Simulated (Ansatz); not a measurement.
# How fast states decay through YPPb2O6, part 2 of 4

A new crystal, YPPb2O6: structure, gap and complex bands. It is built by putting P for Sb in the YSbPb2O6 structure of space group C2/m, with the volume rescaled by atomic radii. The parent structure comes from the Materials Project.

Ansatz 0.2.0; PBE DFT, plane waves, PAW files (the session's first sound run).

So far. Step 2 (Relaxing the new crystal): The largest force component on a free atom ends at 0.0016 eV/Å.

The structure was built from a prototype and need not be the compound's stable phase.

### Step 3. Band edges

The energy window and the wavevectors of the next steps follow from the band edges, so these are searched first, off the mesh as well.

File input.yaml:

```yaml
crystal:
  lattice:
    - [4.8745731802, -2.8132326682, 0.0306480873]
    - [4.8745731802, 2.8132326682, 0.0306480873]
    - [-3.2806757421, 0.0, 4.580768801]
  atoms:
    - { symbol: "Y", position: [0.0, 0.0, 0.0] }
    - { symbol: P, position: [0.5, 0.5, 0.5] }
    - { symbol: Pb, position: [0.2494371078, 0.2494371078, 0.7488873436] }
    - { symbol: Pb, position: [0.7505628922, 0.7505628922, 0.2511126564] }
    - { symbol: O, position: [0.7184533737, 0.2797652617, 0.7180237487] }
    - { symbol: O, position: [0.2797652617, 0.7184533737, 0.7180237487] }
    - { symbol: O, position: [0.2815466263, 0.7202347383, 0.2819762513] }
    - { symbol: O, position: [0.7202347383, 0.2815466263, 0.2819762513] }
    - { symbol: O, position: [0.719128171, 0.719128171, 0.7205129382] }
    - { symbol: O, position: [0.280871829, 0.280871829, 0.2794870618] }
kpoints:
  mp_grid: { grid: [6, 6, 6] }
  band_path: { path: [VBM, CBM], npoints: 30 }
scf:
  occupations: { method: fixed }
hamiltonian:
  xc: pbe
output:
  eigenvalues: true
  write_potential: true
  write_density: true
  volumetric_format: npy
```

Started as:

```
$ ansatz run input.yaml --threads 2 --pin off --max-ram 4096MiB --backend cpu --events-out ev --progress --plain --runs-dir out
```

Numbers of over 12 decimals in the logs are rounded to 6 here.

Output:

```text
[...]
Crystal: 10 atoms, lattice volume = 126.201 Å³
Basis set: ecut = 420 eV, 2445 PW (Γ)
Bands: 50, of which v1, the nominal top of the filled ones, is band 40 counted from 1 (39 counted from 0)
Symmetry: 4 space group operations
[...]
k-points: 68 of 216
[...]
SCF iter   1: F=—  HF=-31826.579813 eV  |F-HF|=—  |Δ(HF+E_count)|=         —  Δρ=2.79e-3  dr2=9.55e-3  ethr=1.77e-3  ⟨swp⟩=5.4  Hψ=13032  notcnv=0  defer=491
[...]
SCF iter   6: F=-31826.577264 eV  HF=-31826.577264 eV  |F-HF|=2.84e-8  |Δ(HF+E_count)|=   2.91e-8  Δρ=9.15e-6  dr2=7.63e-8  ethr=1.25e-10  ⟨swp⟩=11.6  Hψ=18885  notcnv=0
SCF 1 converged in 6 iterations: F = -31826.577264 eV  dr2 = 7.63e-8
[...]
NSCF: frozen V_eff on 68 k-points
[...]
SCF converged after 6 iterations
Free energy (F): -31826.577264 eV
[...]
Internal energy: -31826.577264 eV  (E = F + TS)
E sigma→0 (E₀):  -31826.577264 eV
Fermi energy:    10.655380 eV
[...]
--- Band table (eV; the first three rows and the last of 68) ---
  k-point 0: bands = [... 36 lower, 9.1152, 10.4118, 10.4134, 10.4147, 14.8961, 14.9050, 14.9090, 16.3130, ... 6 higher]
  k-point 1: bands = [... 36 lower, 9.1684, 10.3119, 10.3122, 10.3411, 14.9372, 15.0479, 15.0496, 15.8150, ... 6 higher]
  k-point 2: bands = [... 36 lower, 9.4837, 10.0633, 10.0645, 10.1765, 14.4442, 14.6628, 15.3224, 15.3283, ... 6 higher]
  k-point 67: bands = [... 36 lower, 9.8263, 9.9043, 9.9055, 10.0692, 13.8715, 14.0758, 15.4672, 15.4935, ... 6 higher]
```

Wall time 33 s (2 threads of Arm Neoverse V1, shared host); peak memory 0.59 GiB; 66 s of CPU time.

Numbers from this step:

```yaml
free_energy: -31826.5773 eV
fermi_energy: 10.66 eV
gap_on_the_k_mesh: 2.488 eV
gap_on_path: 2.488 eV, by band count; negative where bands overlap
direct_gap_on_path: 2.488 eV
edge_places_on_path: 0, 0 1/A along the path
```

Levels at VBM (eV): -7.88, -7.37, -5.36, -5.36, -5.18, -3.72, -3.56, -3.54, -3.53, -2.88, -2.88, -1.78, -1.78, -1.77, -1.71, -1.40, -1.40, -0.21, 0.00, 2.49, 4.54, 4.55, 4.56, 4.92, 4.93, 5.03, 5.29, 7.39, 7.41.

The searched edges give 2.49 eV, as on the mesh.

### Step 4. Decaying states in the gap, plane (001)

This step: PBE DFT, plane waves, PAW files; complex bands by layer matching along the plane's normal (Ansatz 0.2.0).

The same crystal is laid in a cell whose first two vectors span the (001) plane (indices of the standard conventional cell, whose axes can be ordered otherwise than in the bulk input). At fixed energy and wavevector in the plane the solver finds all kz, real and complex. A few wavevectors are listed, (0, 0) and (-0.5, -0.5) in units of the plane's reciprocal vectors; the slowest state needn't be among them.

File input.yaml:

```yaml
crystal:
  lattice:
    - [5.628204069, 0.0, 0.0]
    - [2.815840498, 4.873163585, 0.0]
    - [2.811763515, -1.625403021, 4.601304572]
  atoms:
    - { symbol: "Y", position: [0.0, 0.0, 0.0] }
    - { symbol: P, position: [0.0, 0.5, 0.5] }
    - { symbol: Pb, position: [0.5005497642, 0.2494371078, 0.7488873436] }
    - { symbol: Pb, position: [0.4994502358, 0.7505628922, 0.2511126564] }
    - { symbol: O, position: [0.000429625, 0.2797652617, 0.7180237487] }
    - { symbol: O, position: [0.561741513, 0.7184533737, 0.7180237487] }
    - { symbol: O, position: [0.999570375, 0.7202347383, 0.2819762513] }
    - { symbol: O, position: [0.438258487, 0.2815466263, 0.2819762513] }
    - { symbol: O, position: [0.9986152328, 0.719128171, 0.7205129382] }
    - { symbol: O, position: [0.0013847672, 0.280871829, 0.2794870618] }
kpoints:
  mp_grid: { grid: [6, 6, 6] }
scf:
  occupations: { method: fixed }
hamiltonian:
  xc: pbe
output:
  eigenvalues: true
  transmission:
    leads: [[0, 0]]
    kpoints: [[0.0, 0.0], [-0.5, -0.5]]
    e_range: [-1.0, 3.49]
    de: 0.11
```

Output:

```text
[...]
Crystal: 10 atoms, lattice volume = 126.201 Å³
Basis set: ecut = 420 eV, 2445 PW (Γ)
Bands: 50, of which v1, the nominal top of the filled ones, is band 40 counted from 1 (39 counted from 0)
Symmetry: 4 space group operations
[...]
k-points: 68 of 216
[...]
SCF iter   1: F=—  HF=-31826.579759 eV  |F-HF|=—  |Δ(HF+E_count)|=         —  Δρ=2.79e-3  dr2=9.53e-3  ethr=1.77e-3  ⟨swp⟩=5.4  Hψ=12955  notcnv=0  defer=491
[...]
SCF iter   6: F=-31826.577270 eV  HF=-31826.577270 eV  |F-HF|=1.94e-8  |Δ(HF+E_count)|=   2.26e-8  Δρ=5.74e-6  dr2=2.40e-8  ethr=1.25e-10  ⟨swp⟩=11.5  Hψ=18761  notcnv=0
SCF 1 converged in 6 iterations: F = -31826.577270 eV  dr2 = 2.40e-8
[...]
transmission: 7 of 14 steps passed
transmission: 14 of 14 steps passed
SCF converged after 6 iterations
Free energy (F): -31826.577270 eV
[...]
Internal energy: -31826.577270 eV  (E = F + TS)
E sigma→0 (E₀):  -31826.577270 eV
Fermi energy:    10.655409 eV
[...]
--- Band table (eV; the first three rows and the last of 68) ---
  k-point 0: bands = [... 36 lower, 9.1152, 10.4118, 10.4135, 10.4147, 14.8961, 14.9050, 14.9090, 16.3130, ... 6 higher]
  k-point 1: bands = [... 36 lower, 9.1684, 10.3119, 10.3121, 10.3411, 14.9372, 15.0479, 15.0496, 15.8150, ... 6 higher]
  k-point 2: bands = [... 36 lower, 9.4837, 10.0632, 10.0645, 10.1765, 14.4442, 14.6628, 15.3224, 15.3284, ... 6 higher]
  k-point 67: bands = [... 36 lower, 9.2575, 9.2578, 10.4499, 10.6554, 13.1434, 15.1932, 15.2090, 15.2132, ... 6 higher]
--- Transmission ---
  basis      : 241 plane waves across, 7 finite elements along
  points     : 2, as listed
  energies   : 41 from -1.000000 to 3.400000 eV about the Fermi level, 0.110000 eV apart; the leads are filled to 1.244018 eV, and channels, transmission and decay are at 1.200000 eV
  crystal 0  : O6Pb2Y1P1, at the sites [0, 0], period 4.6013 Å: whole cells are its period
    offset         : up to 0.0000 Å between an atom of the period and one for which it stands
    channels       : 0.000000e0 a spin
    conductance    : none, the energies end too early or step too widely for 300 K: set another output.transmission.e_range or a lower de, or, where they end at an eighth of basis.ecutwfc, a higher one
    slowest decay  : 0.2337 /Å at (-0.5000, -0.5000)
```

It took 60 s on 2 threads; peak memory 0.81 GiB.

This step gave:

- level to which the leads are filled: 1.244 eV from the Fermi level
- decay constant at the filling level, zone centre: 0.2696 Å⁻¹
- decay constant at the filling level, slowest listed point: 0.2337 Å⁻¹

K parallel (0, 0); values up to 1.5 1/Å, a degenerate pair printed once or twice; energies at which all values exceed this have no row. The Im kz of the slowest decaying states by energy, zero at the highest filled level on the SCF mesh:

| energy (eV) | decay 1 (Å⁻¹) | decay 2 (Å⁻¹) | decay 3 (Å⁻¹) | decay 4 (Å⁻¹) |
| --- | --- | --- | --- | --- |
| -1.00 | 0.210 | 0.246 | 0.253 | 0.257 |
| -0.67 | 0.132 | 0.169 | 0.238 | 0.366 |
| -0.34 | 0.205 | 0.261 | 0.408 | 0.408 |
| -0.01 | 0.237 | 0.280 | 0.336 | 0.337 |
| 0.21 | 0.249 | 0.290 | 0.455 | 0.458 |
| 0.54 | 0.260 | 0.297 | 0.497 | 0.505 |
| 0.87 | 0.266 | 0.296 | 0.507 | 0.510 |
| 1.20 | 0.270 | 0.286 | 0.516 | 0.517 |
| 1.53 | 0.269 | 0.520 | 0.521 | 0.543 |
| 1.86 | 0.255 | 0.520 | 0.520 | 0.531 |
| 2.19 | 0.235 | 0.513 | 0.514 | 0.517 |
| 2.41 | 0.217 | 0.502 | 0.506 | 0.507 |
| 2.74 | 0.180 | 0.481 | 0.488 | 0.489 |
| 3.07 | 0.119 | 0.452 | 0.461 | 0.461 |
| 3.40 | 0.0335 | 0.413 | 0.420 | 0.420 |

K parallel (-0.5, -0.5); values up to 1.5 1/Å, a degenerate pair printed once or twice; energies at which all values exceed this have no row. Table of Im kz of the slowest decaying states by energy, zero at the highest filled level on the SCF mesh:

| energy (eV) | decay 1 (Å⁻¹) | decay 2 (Å⁻¹) | decay 3 (Å⁻¹) | decay 4 (Å⁻¹) |
| --- | --- | --- | --- | --- |
| -1.00 | 0.160 | 0.202 | 0.310 | 0.431 |
| -0.78 | 0.123 | 0.150 | 0.345 | 0.465 |
| -0.67 | 0.0958 | 0.128 | 0.209 | 0.360 |
| -0.45 | 0.213 | 0.227 | 0.257 | 0.389 |
| -0.34 | 0.265 | 0.268 | 0.403 | 0.521 |
| -0.12 | 0.193 | 0.298 | 0.344 | 0.429 |
| -0.01 | 0.281 | 0.311 | 0.374 | 0.442 |
| 0.10 | 0.108 | 0.322 | 0.341 | 0.399 |
| 0.21 | 0.149 | 0.331 | 0.387 | 0.421 |
| 0.43 | 0.194 | 0.345 | 0.456 | 0.459 |
| 0.54 | 0.208 | 0.350 | 0.475 | 0.483 |
| 0.76 | 0.225 | 0.357 | 0.502 | 0.506 |
| 0.98 | 0.233 | 0.361 | 0.514 | 0.524 |
| 1.09 | 0.234 | 0.362 | 0.517 | 0.533 |
| 1.31 | 0.232 | 0.361 | 0.509 | 0.528 |
| 1.42 | 0.228 | 0.359 | 0.502 | 0.533 |
| 1.64 | 0.216 | 0.353 | 0.500 | 0.527 |
| 1.86 | 0.197 | 0.338 | 0.350 | 0.507 |
| 1.97 | 0.183 | 0.330 | 0.347 | 0.503 |
| 2.19 | 0.147 | 0.311 | 0.336 | 0.494 |
| 2.30 | 0.119 | 0.299 | 0.329 | 0.488 |
| 2.52 | 0.272 | 0.311 | 0.477 | 0.586 |
| 2.74 | 0.235 | 0.287 | 0.463 | 0.585 |
| 2.85 | 0.211 | 0.272 | 0.456 | 0.584 |
| 3.07 | 0.141 | 0.230 | 0.441 | 0.558 |
| 3.18 | 0.0728 | 0.199 | 0.432 | 0.542 |
| 3.40 | 0.0651 | 0.413 | 0.507 | 0.568 |

K parallel (-0.5, -0.5). Table of Re kz of states that move upwards by energy, zero at the highest filled level on the SCF mesh:

| energy (eV) | channel 1 (Å⁻¹) | channel 2 (Å⁻¹) | channel 3 (Å⁻¹) |
| --- | --- | --- | --- |
| -1.00 | -0.0898 | 0.0120 | - |
| -0.78 | 0.0646 | 0.128 | 0.368 |
| -0.56 | 0.419 | 0.550 | - |
| -0.34 | 0.652 | 0.663 | - |
| -0.12 | -0.586 | - | - |
| -0.01 | -0.490 | - | - |
| 0.10 | - | - | - |
| 0.21 | - | - | - |
| 0.43 | - | - | - |
| 0.65 | - | - | - |
| 0.87 | - | - | - |
| 1.09 | - | - | - |
| 1.31 | - | - | - |
| 1.53 | - | - | - |
| 1.75 | - | - | - |
| 1.97 | - | - | - |
| 2.19 | - | - | - |
| 2.30 | - | - | - |
| 2.52 | -0.403 | - | - |
| 2.74 | -0.301 | - | - |
| 2.96 | -0.231 | - | - |
| 3.18 | -0.159 | - | - |
| 3.40 | -0.0381 | 0.439 | - |

At the listed wavevectors the last open channel is at -0.01 eV and the next at +2.52 eV on the grid. At +1.20 eV, the grid energy nearest the filling level (the middle of the gap on the SCF mesh), the slowest state at the listed wavevectors decays with κ = 0.234 Å⁻¹, its amplitude falling by e over 4.3 Å. Through 1 nm of this crystal that state's transmission falls by exp(−2 × 0.234 Å⁻¹ × 10 Å) = 0.0093.

### Step 5. Decay over the two-dimensional zone

The listed points could miss the slowest state, so one energy near mid-gap is solved on a mesh of 12×12.

Changes to input.yaml since step 4:

```diff
@@ -24,6 +24,2 @@
   eigenvalues: true
-  transmission:
-    leads: [[0, 0]]
-    kpoints: [[0.0, 0.0], [-0.5, -0.5]]
-    e_range: [-1.0, 3.49]
-    de: 0.11
+  transmission: { leads: [[0, 0]], kmesh: [12, 12], e_range: [1.24, 1.25], de: 0.05 }
```

Output:

```text
[...]
Crystal: 10 atoms, lattice volume = 126.201 Å³
Basis set: ecut = 420 eV, 2445 PW (Γ)
Bands: 50, of which v1, the nominal top of the filled ones, is band 40 counted from 1 (39 counted from 0)
Symmetry: 4 space group operations
[...]
k-points: 68 of 216
[...]
SCF iter   1: F=—  HF=-31826.579759 eV  |F-HF|=—  |Δ(HF+E_count)|=         —  Δρ=2.79e-3  dr2=9.53e-3  ethr=1.77e-3  ⟨swp⟩=5.4  Hψ=12955  notcnv=0  defer=491
[...]
SCF iter   6: F=-31826.577270 eV  HF=-31826.577270 eV  |F-HF|=1.94e-8  |Δ(HF+E_count)|=   2.26e-8  Δρ=5.74e-6  dr2=2.40e-8  ethr=1.25e-10  ⟨swp⟩=11.5  Hψ=18761  notcnv=0
SCF 1 converged in 6 iterations: F = -31826.577270 eV  dr2 = 2.40e-8
[...]
transmission: 48 of 258 steps passed
transmission: 72 of 258 steps passed
[...]
transmission: 258 of 258 steps passed
SCF converged after 6 iterations
Free energy (F): -31826.577270 eV
[...]
Internal energy: -31826.577270 eV  (E = F + TS)
E sigma→0 (E₀):  -31826.577270 eV
Fermi energy:    10.655409 eV
[...]
--- Band table (eV; the first three rows and the last of 68) ---
  k-point 0: bands = [... 36 lower, 9.1152, 10.4118, 10.4135, 10.4147, 14.8961, 14.9050, 14.9090, 16.3130, ... 6 higher]
  k-point 1: bands = [... 36 lower, 9.1684, 10.3119, 10.3121, 10.3411, 14.9372, 15.0479, 15.0496, 15.8150, ... 6 higher]
  k-point 2: bands = [... 36 lower, 9.4837, 10.0632, 10.0645, 10.1765, 14.4442, 14.6628, 15.3224, 15.3284, ... 6 higher]
  k-point 67: bands = [... 36 lower, 9.2575, 9.2578, 10.4499, 10.6554, 13.1434, 15.1932, 15.2090, 15.2132, ... 6 higher]
--- Transmission ---
  basis      : 241 plane waves across, 6 finite elements along
  points     : 43, standing for a mesh of 12 x 12
  energies   : 1 from 1.240000 to 1.240000 eV about the Fermi level; the leads are filled to 1.244018 eV, and channels, transmission and decay are at 1.240000 eV
  crystal 0  : O6Pb2Y1P1, at the sites [0, 0], period 4.6013 Å: whole cells are its period
[...]
channels       : 0.000000e0 a spin
    conductance    : none, crystal 0 has no channel at the energies, or these end too early or step too widely for 300 K: set another output.transmission.e_range or a lower de, or, where they end at an eighth of basis.ecutwfc, a higher one
    slowest decay  : 0.2331 /Å at (0.5000, 0.5000)
```

The job ended after 86 s (2 threads; peak memory 0.89 GiB).

This step gave:

| Quantity | Value |
| --- | --- |
| least decay constant on the mesh | 0.2331 Å⁻¹ |

Slowest decay constant (1/Å; 0 where a channel is open) over k1 and k2. At 1.2400 eV from the Fermi level.

Ten even steps from '0' (0.233) to '9' (0.445):
```
026620026620
369632237322
666663233236
323673232376
002333223332
002222122220
023332233320
367323237632
663233236666
322373223696
002662002662
003630003630
```
Columns: k1 (b1) from -0.5 to 0.417; rows upwards: k2 (b2) from -0.5 to 0.417.

The least value on the mesh is 0.233 Å⁻¹ at +1.24 eV. At that energy the listed points give about 0.233 Å⁻¹ by interpolation, so the mesh holds no clearly slower state.

(Continued in part 3 of 4.)

[Logs are printed without paths, hosts, clocks, repeated set-up lines and the standing remarks that a program may print on its own settings, such as how far it seeks lower states.]

[Hosts, paths, dates, database ids (printed as entryN), source tags and the programs' standing remarks are cut or masked in the printed files.]
